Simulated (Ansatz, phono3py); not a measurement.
# Scattering channels in GaAs (F-43m), one at a time, part 3 of 5

Wanted: the sensitivity of κ of GaAs to the choices of the transport step.

Experimental results on record:
- thermal conductivity 45 W/m/K near room temperature (given in “Combining the AFLOW GIBBS and Elastic Libraries to efficiently and robustly screen thermo-mechanical properties of solids”, 2017, arXiv:1611.05714)

Ansatz 0.2.0 and phono3py 4.10.0; DFT LDA, scalar-relativistic, plane waves, PAW; PAW set soft_1 (the session's first sound run).

So far, κ at 300 K (W/m/K): step 3 (relaxation-time solution) 42.1; step 11 (q-mesh of the transport sums 23×23×23) 42.3; step 12 (q-mesh of the transport sums 29×29×29) 43.1; step 14 (boundary mean free path 0.03 micrometre) 8.88; step 15 (boundary mean free path 1 micrometre) 31.5.

### Step 16. Direct solution of the linearised equation, third order supercell 3×3×3, supercell 6×6×6

Level of this step: DFT LDA, scalar-relativistic, plane waves, PAW; PAW set soft_1; phono3py on Ansatz's force constants (phono3py).

Solving the linearised equation directly keeps the heat that normal processes pass on between modes; it is dearer, so the mesh may be smaller.

File phono3py.yaml:

```yaml
phono3py:
  version: "4.10.0"
  frequency_unit_conversion_factor: 15.633302
  symmetry_tolerance: 1.00000e-05

physical_unit:
  atomic_mass: "AMU"
  length: "angstrom"

space_group:
  type: "F-43m"
  number: 216
  Hall_symbol: "F -4 2 3"

primitive_matrix:
- [  1.000000000000000,  0.000000000000000,  0.000000000000000 ]
- [  0.000000000000000,  1.000000000000000,  0.000000000000000 ]
- [  0.000000000000000,  0.000000000000000,  1.000000000000000 ]

supercell_matrix:
- [   3,   0,   0 ]
- [   0,   3,   0 ]
- [   0,   0,   3 ]

# [primitive_cell block left out]
unit_cell:
  lattice:
  - [     0.000000000000000,     2.801562824400000,     2.801562824400000 ] # a
  - [     2.801562824400000,     0.000000000000000,     2.801562824400000 ] # b
  - [     2.801562824400000,     2.801562824400000,     0.000000000000000 ] # c
  points:
  - symbol: Ga # 1
    coordinates: [  0.000000000000000,  0.000000000000000,  0.000000000000000 ]
    mass: 69.723000
    reduced_to: 1
  - symbol: As # 2
    coordinates: [  0.250000000000000,  0.250000000000000,  0.250000000000000 ]
    mass: 74.921595
    reduced_to: 2

# [supercell block left out]
phonon_supercell_matrix:
- [   6,   0,   0 ]
- [   0,   6,   0 ]
- [   0,   0,   6 ]

# [phonon_primitive_cell block left out]
# [phonon_supercell block left out]
nac:
  born_effective_charge:
  - # 1 (Ga)
    - [  2.060245985127337,  0.000000000000000,  0.000000000000000 ]
    - [  0.000000000000000,  2.060245985127337,  0.000000000000000 ]
    - [  0.000000000000000,  0.000000000000000,  2.060245985127337 ]
  - # 2 (As)
    - [ -2.060245985127337,  0.000000000000000,  0.000000000000000 ]
    - [  0.000000000000000, -2.060245985127337,  0.000000000000000 ]
    - [  0.000000000000000,  0.000000000000000, -2.060245985127337 ]
  dielectric_constant:
    - [ 13.968495729866419,  0.000000000000000,  0.000000000000000 ]
    - [  0.000000000000000, 13.968495729866415,  0.000000000000000 ]
    - [  0.000000000000000,  0.000000000000000, 13.968495729866415 ]
  unit_conversion_factor: 14.399645
```

Started as:

```console
phono3py phono3py.yaml --mesh 19 19 19 --lbte --isotope --ts 100 300 600
```

Output:

```text
[banner, memory and clock lines left out]
Rust backend (phonors) using rayon (8 threads).
Running in phono3py.load mode.
Spglib version 2.8.0
----------------------------- General settings -----------------------------
Run mode: conductivity-LBTE
HDF5 data compression filter: gzip
Crystal structure was read from "phono3py.yaml".
Supercell (dim): [3 3 3]
Phonon supercell (dim-fc2): [6 6 6]
Primitive matrix:
  [1. 0. 0.]
  [0. 1. 0.]
  [0. 0. 1.]
Spacegroup: F-43m (216)
Use -v option to watch primitive cell, unit cell, and supercell structures.
NAC parameters were read from "phono3py.yaml".
fc3 was read from "fc3.hdf5".
fc2 was read from "fc2.hdf5".
----------------------------- Force constants ------------------------------
Max drift of fc3: -0.00000500 (xzy) -0.00000500 (xzy) -0.00000500 (xyz)
Max drift of fc2: -0.00003600 (yy) -0.00003600 (yy)
--------------------------- Calculation settings ---------------------------
Non-analytical term correction (NAC): True
NAC unit conversion factor:  14.39964
BZ integration: Tetrahedron-method
Temperatures: 100.0  300.0  600.0
Cutoff frequency: 0.01
Mesh sampling: [ 19 19 19 ]
Generating grid system ... [ 19 19 19 ]
fc3-r2q-transformation over three atoms: True
--------------------------- Phonon calculations ----------------------------
  PRB 50, 13035(R) (1994), PRB 55, 10355 (1997)
  G-cutoff distance: 1.18, Number of G-points: 307, Lambda: 0.46
Running harmonic phonon calculations...
------------------- Lattice thermal conductivity (LBTE) -------------------
Running heat capacity calculations...
Running velocity calculations...
Running isotope scattering calculations with tetrahedron method...
======================= Grid point 0 (1/220) =======================
q-point: ( 0.00  0.00  0.00)
Boundary mean free path (millimeter): 1000.000
Mass variance parameters: 1.97e-04 0.00e+00
Number of triplets: 220
Frequency     group velocity (x, y, z)     |gv|
  -0.010   (   0.000    0.000    0.000)    0.000
  -0.010   (   0.000    0.000    0.000)    0.000
  -0.010   (   0.000    0.000    0.000)    0.000
   8.058   (   0.000    0.000    0.000)    0.000
   8.058   (   0.000    0.000   -0.000)    0.000
   8.058   (   0.000    0.000   -0.000)    0.000
======================= Grid point 1 (2/220) =======================
q-point: ( 0.05  0.00  0.00)
Boundary mean free path (millimeter): 1000.000
Mass variance parameters: 1.97e-04 0.00e+00
Number of triplets: 670
Frequency     group velocity (x, y, z)     |gv|
   0.415   ( -14.428   14.428   14.428)   24.989
   0.415   ( -14.428   14.428   14.428)   24.989
   0.869   ( -30.576   30.576   30.576)   52.960
   8.043   (   1.037   -1.037   -1.037)    1.797
   8.043   (   1.037   -1.037   -1.037)    1.797
   8.554   (   0.940   -0.940   -0.940)    1.628
[217 grid points left out]
======================= Grid point 1647 (220/220) =======================
q-point: (-0.26  0.47  0.21)
Boundary mean free path (millimeter): 1000.000
Mass variance parameters: 1.97e-04 0.00e+00
Number of triplets: 1810
Frequency     group velocity (x, y, z)     |gv|
   2.876   (   4.995    2.717   -0.000)    5.686
   3.247   (  -1.781    2.057   -0.000)    2.720
   5.857   (   7.537   -4.491   -0.000)    8.773
   6.140   (  -8.138   -0.545    0.000)    8.156
   7.616   (  -0.022   -0.067    0.000)    0.071
   7.965   (  -0.652    0.637    0.000)    0.911
=================== End of collection of collisions ===================
- Collision matrix shape (1, 3, 220, 6, 3, 220, 6, 3)
- Averaging collision matrix elements by phonon degeneracy [0.085s]
- Making collision matrix symmetric (Rust) [0.014s]
Diagonalize by scipy.linalg.lapack.dsyev sum=2.0e+01 d=3.6e-15 [60.707s]
Pinv by ignoring 1026/3960 dims under abs(eig)<1.0e-08 (np.dot) [0.014s]
----------- Thermal conductivity (W/m-k) with tetrahedron method -----------
#  T(K)        xx         yy         zz         yz         xz         xy
  100.0     176.241    176.241    176.241     -0.000      0.000      0.000
  (RTA)     172.764    172.764    172.764     -0.000     -0.000      0.000
Diagonalize by scipy.linalg.lapack.dsyev sum=5.1e+01 d=0.0e+00 [59.322s]
Pinv by ignoring 1026/3960 dims under abs(eig)<1.0e-08 (np.dot) [0.014s]
#  T(K)        xx         yy         zz         yz         xz         xy
  300.0      44.092     44.092     44.092     -0.000     -0.000      0.000
  (RTA)      42.141     42.141     42.141     -0.000      0.000      0.000
Diagonalize by scipy.linalg.lapack.dsyev sum=9.8e+01 d=1.4e-14 [58.985s]
Pinv by ignoring 1026/3960 dims under abs(eig)<1.0e-08 (np.dot) [0.014s]
#  T(K)        xx         yy         zz         yz         xz         xy
  600.0      21.636     21.636     21.636     -0.000      0.000      0.000
  (RTA)      20.574     20.574     20.574     -0.000     -0.000      0.000
Thermal conductivity related properties were written into
"kappa-m191919.hdf5".
Eigenvalues of collision matrix were written into "coleigs-m191919.hdf5"
Summary of calculation was written in "phono3py.yaml".
```

It took 3.3 min on 8 threads of Intel Xeon 6975P-C (Granite Rapids), shared host; peak memory 0.49 GiB; 5.1 min of CPU time.

Numbers from this step:

```yaml
kappa_at_300_k: 44.09 W/m/K
kappa_xx_yy_zz_at_300_k: 44.09, 44.09, 44.09 W/m/K
```

W/m/K. Kappa, by row:

| T (K) | xx | yy | zz | yz | xz | xy | RTA mean |
| --- | --- | --- | --- | --- | --- | --- | --- |
| 100 | 176.2 | 176.2 | 176.2 | 0 | 0 | 0 | 172.8 |
| 300 | 44.09 | 44.09 | 44.09 | 0 | 0 | 0 | 42.14 |
| 600 | 21.64 | 21.64 | 21.64 | 0 | 0 | 0 | 20.57 |

κ at 300 K goes from 42.1 in the base run to 44.1 W/(m K).

### Step 17. Adding coherences, third order supercell 3×3×3, supercell 6×6×6

Close branches can carry heat by tunnelling between them, which the particle picture leaves out.

phono3py.yaml is that of step 16.

Started as:

```console
phono3py phono3py.yaml --mesh 19 19 19 --br --isotope --tt smm19 --ts 100 150 200 300 400 500 600 800
```

Output:

```text
[banner, memory and clock lines left out]
Rust backend (phonors) using rayon (8 threads).
Running in phono3py.load mode.
Spglib version 2.8.0
----------------------------- General settings -----------------------------
Run mode: conductivity-RTA
HDF5 data compression filter: gzip
Crystal structure was read from "phono3py.yaml".
Supercell (dim): [3 3 3]
Phonon supercell (dim-fc2): [6 6 6]
Primitive matrix:
  [1. 0. 0.]
  [0. 1. 0.]
  [0. 0. 1.]
Spacegroup: F-43m (216)
Use -v option to watch primitive cell, unit cell, and supercell structures.
NAC parameters were read from "phono3py.yaml".
fc3 was read from "fc3.hdf5".
fc2 was read from "fc2.hdf5".
----------------------------- Force constants ------------------------------
Max drift of fc3: -0.00000500 (xzy) -0.00000500 (xzy) -0.00000500 (xyz)
Max drift of fc2: -0.00003600 (yy) -0.00003600 (yy)
--------------------------- Calculation settings ---------------------------
Non-analytical term correction (NAC): True
NAC unit conversion factor:  14.39964
BZ integration: Tetrahedron-method
Temperature:  100.0  150.0  200.0  300.0  400.0 ... 800.0
Cutoff frequency: 0.01
Mesh sampling: [ 19 19 19 ]
Generating grid system ... [ 19 19 19 ]
fc3-r2q-transformation over three atoms: True
Optional transport type: SMM19
--------------------------- Phonon calculations ----------------------------
  PRB 50, 13035(R) (1994), PRB 55, 10355 (1997)
  G-cutoff distance: 1.18, Number of G-points: 307, Lambda: 0.46
Running harmonic phonon calculations...
-------------------- Lattice thermal conductivity (RTA) --------------------
Running heat capacity calculations...
Running velocity calculations...
Running isotope scattering calculations with tetrahedron method...
======================= Grid point 0 (1/220) =======================
q-point: ( 0.00  0.00  0.00)
Boundary mean free path (millimeter): 1000.000
Mass variance parameters: 1.97e-04 0.00e+00
Number of triplets: 220
Frequency     group velocity (x, y, z)     |gv|
  -0.010   (   0.000    0.000    0.000)    0.000
  -0.010   (   0.000    0.000    0.000)    0.000
  -0.010   (   0.000    0.000    0.000)    0.000
   8.058   (   0.000    0.000    0.000)    0.000
   8.058   (   0.000    0.000    0.000)    0.000
   8.058   (  -0.000    0.000   -0.000)    0.000
======================= Grid point 1 (2/220) =======================
q-point: ( 0.05  0.00  0.00)
Boundary mean free path (millimeter): 1000.000
Mass variance parameters: 1.97e-04 0.00e+00
Number of triplets: 670
Frequency     group velocity (x, y, z)     |gv|
   0.415   ( -14.428   14.428   14.428)   24.989
   0.415   ( -14.428   14.428   14.428)   24.989
   0.869   ( -30.576   30.576   30.576)   52.960
   8.043   (   1.037   -1.037   -1.037)    1.797
   8.043   (   1.037   -1.037   -1.037)    1.797
   8.554   (   0.940   -0.940   -0.940)    1.628
[217 grid points left out]
======================= Grid point 1647 (220/220) =======================
q-point: (-0.26  0.47  0.21)
Boundary mean free path (millimeter): 1000.000
Mass variance parameters: 1.97e-04 0.00e+00
Number of triplets: 1810
Frequency     group velocity (x, y, z)     |gv|
   2.876   (   4.995    2.717   -0.000)    5.686
   3.247   (  -1.781    2.057   -0.000)    2.720
   5.857   (   7.537   -4.491   -0.000)    8.773
   6.140   (  -8.138   -0.545    0.000)    8.156
   7.616   (  -0.022   -0.067    0.000)    0.071
   7.965   (  -0.652    0.637    0.000)    0.911
=================== End of collection of collisions ===================
----------- Thermal conductivity (W/m-k) with tetrahedron method -----------
#          T(K)        xx         yy         zz         yz         xz         xy
K_intra   100.0     172.764    172.764    172.764     -0.000     -0.000      0.000
K_intra   150.0      94.877     94.877     94.877     -0.000     -0.000      0.000
K_intra   200.0      66.323     66.323     66.323     -0.000      0.000      0.000
K_intra   300.0      42.141     42.141     42.141     -0.000      0.000      0.000
K_intra   400.0      31.134     31.134     31.134     -0.000      0.000      0.000
K_intra   500.0      24.757     24.757     24.757     -0.000      0.000      0.000
K_intra   600.0      20.574     20.574     20.574     -0.000      0.000      0.000
K_intra   800.0      15.398     15.398     15.398     -0.000      0.000      0.000

K_inter   100.0       0.803      0.803      0.803     -0.000     -0.000      0.000
K_inter   150.0       0.426      0.426      0.426     -0.000     -0.000      0.000
K_inter   200.0       0.298      0.298      0.298     -0.000     -0.000      0.000
K_inter   300.0       0.201      0.201      0.201     -0.000     -0.000      0.000
K_inter   400.0       0.164      0.164      0.164     -0.000     -0.000      0.000
K_inter   500.0       0.146      0.146      0.146     -0.000     -0.000      0.000
K_inter   600.0       0.136      0.136      0.136     -0.000     -0.000      0.000
K_inter   800.0       0.128      0.128      0.128     -0.000     -0.000      0.000

K_TOT     100.0     173.567    173.567    173.567     -0.000     -0.000      0.000
K_TOT     150.0      95.303     95.303     95.303     -0.000     -0.000      0.000
K_TOT     200.0      66.620     66.620     66.620     -0.000      0.000      0.000
K_TOT     300.0      42.342     42.342     42.342     -0.000      0.000      0.000
K_TOT     400.0      31.298     31.298     31.298     -0.000      0.000      0.000
K_TOT     500.0      24.903     24.903     24.903     -0.000      0.000      0.000
K_TOT     600.0      20.710     20.710     20.710     -0.000      0.000      0.000
K_TOT     800.0      15.527     15.527     15.527     -0.000      0.000      0.000

Thermal conductivity related properties were written into
"kappa-m191919.hdf5".
Summary of calculation was written in "phono3py.yaml".
```

It took 18 s on 8 threads; peak memory 0.1 GiB.

Numbers from this step:

```
κ at 300 K            : 42.34 W/m/K
κ xx, yy, zz at 300 K : 42.34, 42.34, 42.34 W/m/K
```

W/m/K. Kappa, by row:

| T (K) | xx | yy | zz | yz | xz | xy | intra mean | inter mean |
| --- | --- | --- | --- | --- | --- | --- | --- | --- |
| 100 | 173.6 | 173.6 | 173.6 | 0 | 0 | 0 | 172.8 | 0.8034 |
| 150 | 95.3 | 95.3 | 95.3 | 0 | 0 | 0 | 94.88 | 0.4256 |
| 200 | 66.62 | 66.62 | 66.62 | 0 | 0 | 0 | 66.32 | 0.2977 |
| 300 | 42.34 | 42.34 | 42.34 | 0 | 0 | 0 | 42.14 | 0.2012 |
| 400 | 31.3 | 31.3 | 31.3 | 0 | 0 | 0 | 31.13 | 0.1639 |
| 500 | 24.9 | 24.9 | 24.9 | 0 | 0 | 0 | 24.76 | 0.1458 |
| 600 | 20.71 | 20.71 | 20.71 | 0 | 0 | 0 | 20.57 | 0.1362 |
| 800 | 15.53 | 15.53 | 15.53 | 0 | 0 | 0 | 15.4 | 0.1285 |

κ at 300 K goes from 42.1 in the base run to 42.3 W/(m K).

### Step 18. Gaussian smearing, third order supercell 3×3×3, supercell 6×6×6

A Gaussian replaces the tetrahedron method for energy conservation; its width must match the mesh.

phono3py.yaml is that of step 17.

Started as:

```console
phono3py phono3py.yaml --mesh 19 19 19 --br --isotope --sigma 0.2 --ts 100 300 600
```

Output:

```text
[banner, memory and clock lines left out]
Rust backend (phonors) using rayon (8 threads).
Running in phono3py.load mode.
Spglib version 2.8.0
----------------------------- General settings -----------------------------
Run mode: conductivity-RTA
HDF5 data compression filter: gzip
Crystal structure was read from "phono3py.yaml".
Supercell (dim): [3 3 3]
Phonon supercell (dim-fc2): [6 6 6]
Primitive matrix:
  [1. 0. 0.]
  [0. 1. 0.]
  [0. 0. 1.]
Spacegroup: F-43m (216)
Use -v option to watch primitive cell, unit cell, and supercell structures.
NAC parameters were read from "phono3py.yaml".
fc3 was read from "fc3.hdf5".
fc2 was read from "fc2.hdf5".
----------------------------- Force constants ------------------------------
Max drift of fc3: -0.00000500 (xzy) -0.00000500 (xzy) -0.00000500 (xyz)
Max drift of fc2: -0.00003600 (yy) -0.00003600 (yy)
--------------------------- Calculation settings ---------------------------
Non-analytical term correction (NAC): True
NAC unit conversion factor:  14.39964
BZ integration: Smearing=0.2
Temperature:  100.0  300.0  600.0
Cutoff frequency: 0.01
Mesh sampling: [ 19 19 19 ]
Generating grid system ... [ 19 19 19 ]
fc3-r2q-transformation over three atoms: True
--------------------------- Phonon calculations ----------------------------
  PRB 50, 13035(R) (1994), PRB 55, 10355 (1997)
  G-cutoff distance: 1.18, Number of G-points: 307, Lambda: 0.46
Running harmonic phonon calculations...
-------------------- Lattice thermal conductivity (RTA) --------------------
Running heat capacity calculations...
Running velocity calculations...
Running isotope scattering calculations sigma=0.2...
======================= Grid point 0 (1/220) =======================
q-point: ( 0.00  0.00  0.00)
Boundary mean free path (millimeter): 1000.000
Mass variance parameters: 1.97e-04 0.00e+00
Number of triplets: 220
Frequency     group velocity (x, y, z)     |gv|
  -0.010   (   0.000    0.000    0.000)    0.000
  -0.010   (   0.000    0.000    0.000)    0.000
  -0.010   (   0.000    0.000    0.000)    0.000
   8.058   (   0.000    0.000    0.000)    0.000
   8.058   (   0.000    0.000   -0.000)    0.000
   8.058   (   0.000    0.000   -0.000)    0.000
======================= Grid point 1 (2/220) =======================
q-point: ( 0.05  0.00  0.00)
Boundary mean free path (millimeter): 1000.000
Mass variance parameters: 1.97e-04 0.00e+00
Number of triplets: 670
Frequency     group velocity (x, y, z)     |gv|
   0.415   ( -14.428   14.428   14.428)   24.989
   0.415   ( -14.428   14.428   14.428)   24.989
   0.869   ( -30.576   30.576   30.576)   52.960
   8.043   (   1.037   -1.037   -1.037)    1.797
   8.043   (   1.037   -1.037   -1.037)    1.797
   8.554   (   0.940   -0.940   -0.940)    1.628
[217 grid points left out]
======================= Grid point 1647 (220/220) =======================
q-point: (-0.26  0.47  0.21)
Boundary mean free path (millimeter): 1000.000
Mass variance parameters: 1.97e-04 0.00e+00
Number of triplets: 1810
Frequency     group velocity (x, y, z)     |gv|
   2.876   (   4.995    2.717   -0.000)    5.686
   3.247   (  -1.781    2.057   -0.000)    2.720
   5.857   (   7.537   -4.491   -0.000)    8.773
   6.140   (  -8.138   -0.545    0.000)    8.156
   7.616   (  -0.022   -0.067    0.000)    0.071
   7.965   (  -0.652    0.637    0.000)    0.911
=================== End of collection of collisions ===================
----------- Thermal conductivity (W/m-k) for sigma=0.2 -----------
#  T(K)        xx         yy         zz         yz         xz         xy
  100.0     160.746    160.746    160.746     -0.000      0.000      0.000
  300.0      39.962     39.962     39.962     -0.000      0.000      0.000
  600.0      19.529     19.529     19.529     -0.000      0.000      0.000

Thermal conductivity related properties and sigma 0.2
were written into "kappa-m191919-s0.2.hdf5".
Summary of calculation was written in "phono3py.yaml".
```

The job ended after 14 s (8 threads; peak memory 0.1 GiB).

Numbers from this step:

| Property | Result |
| --- | --- |
| κ at 300 K | 39.96 W/m/K |
| κ xx, yy, zz at 300 K | 39.96, 39.96, 39.96 W/m/K |

W/m/K. Kappa, by row:

| T (K) | xx | yy | zz | yz | xz | xy |
| --- | --- | --- | --- | --- | --- | --- |
| 100 | 160.7 | 160.7 | 160.7 | 0 | 0 | 0 |
| 300 | 39.96 | 39.96 | 39.96 | 0 | 0 | 0 |
| 600 | 19.53 | 19.53 | 19.53 | 0 | 0 | 0 |

With a width of 0.2 THz κ at 300 K is 40.0 W/(m K), -5.2 % from the tetrahedron value.

Between step 3 and this run (delta function Gaussian and sigma 0.2 THz) the value for the κ at 300 K moves from 42.1 W/m/K to 40.0 W/m/K (-5 %).

### Step 19. Gaussian smearing, third order supercell 3×3×3, supercell 6×6×6 (run 2)

A Gaussian replaces the tetrahedron method for energy conservation; its width must match the mesh.

phono3py.yaml is that of step 18.

Started as:

```console
phono3py phono3py.yaml --mesh 19 19 19 --br --isotope --sigma 1 --ts 100 300 600
```

Output:

```text
[banner, memory and clock lines left out]
Rust backend (phonors) using rayon (8 threads).
Running in phono3py.load mode.
Spglib version 2.8.0
----------------------------- General settings -----------------------------
Run mode: conductivity-RTA
HDF5 data compression filter: gzip
Crystal structure was read from "phono3py.yaml".
Supercell (dim): [3 3 3]
Phonon supercell (dim-fc2): [6 6 6]
Primitive matrix:
  [1. 0. 0.]
  [0. 1. 0.]
  [0. 0. 1.]
Spacegroup: F-43m (216)
Use -v option to watch primitive cell, unit cell, and supercell structures.
[...]
7.616   (  -0.022   -0.067    0.000)    0.071
   7.965   (  -0.652    0.637    0.000)    0.911
=================== End of collection of collisions ===================
----------- Thermal conductivity (W/m-k) for sigma=1.0 -----------
#  T(K)        xx         yy         zz         yz         xz         xy
  100.0     133.853    133.853    133.853     -0.000      0.000      0.000
  300.0      34.735     34.735     34.735     -0.000      0.000      0.000
  600.0      16.972     16.972     16.972     -0.000      0.000      0.000

Thermal conductivity related properties and sigma 1.0
were written into "kappa-m191919-s1.hdf5".
Summary of calculation was written in "phono3py.yaml".
```

It took 14 s on 8 threads; peak memory 0.1 GiB.

This step gave:

```yaml
kappa_at_300_k: 34.73 W/m/K
kappa_xx_yy_zz_at_300_k: 34.73, 34.73, 34.73 W/m/K
```

With a width of 1 THz κ at 300 K is 34.7 W/(m K), -17.6 % from the tetrahedron value; a width this large blurs energy conservation.

Between step 18 and this run (sigma 1 THz) the value for the κ at 300 K moves from 40.0 W/m/K to 34.7 W/m/K (-13 %).

[end of part 3 of 5]

[Logs are printed without paths, hosts, clocks, repeated set-up lines and the standing remarks that a program may print on its own settings, such as how far it seeks lower states.]

[Hosts, paths, dates, database ids (printed as entryN), source tags and the programs' standing remarks are cut or masked in the printed files.]

[A step with changed settings may run another functional than the one named; its input shows which.]
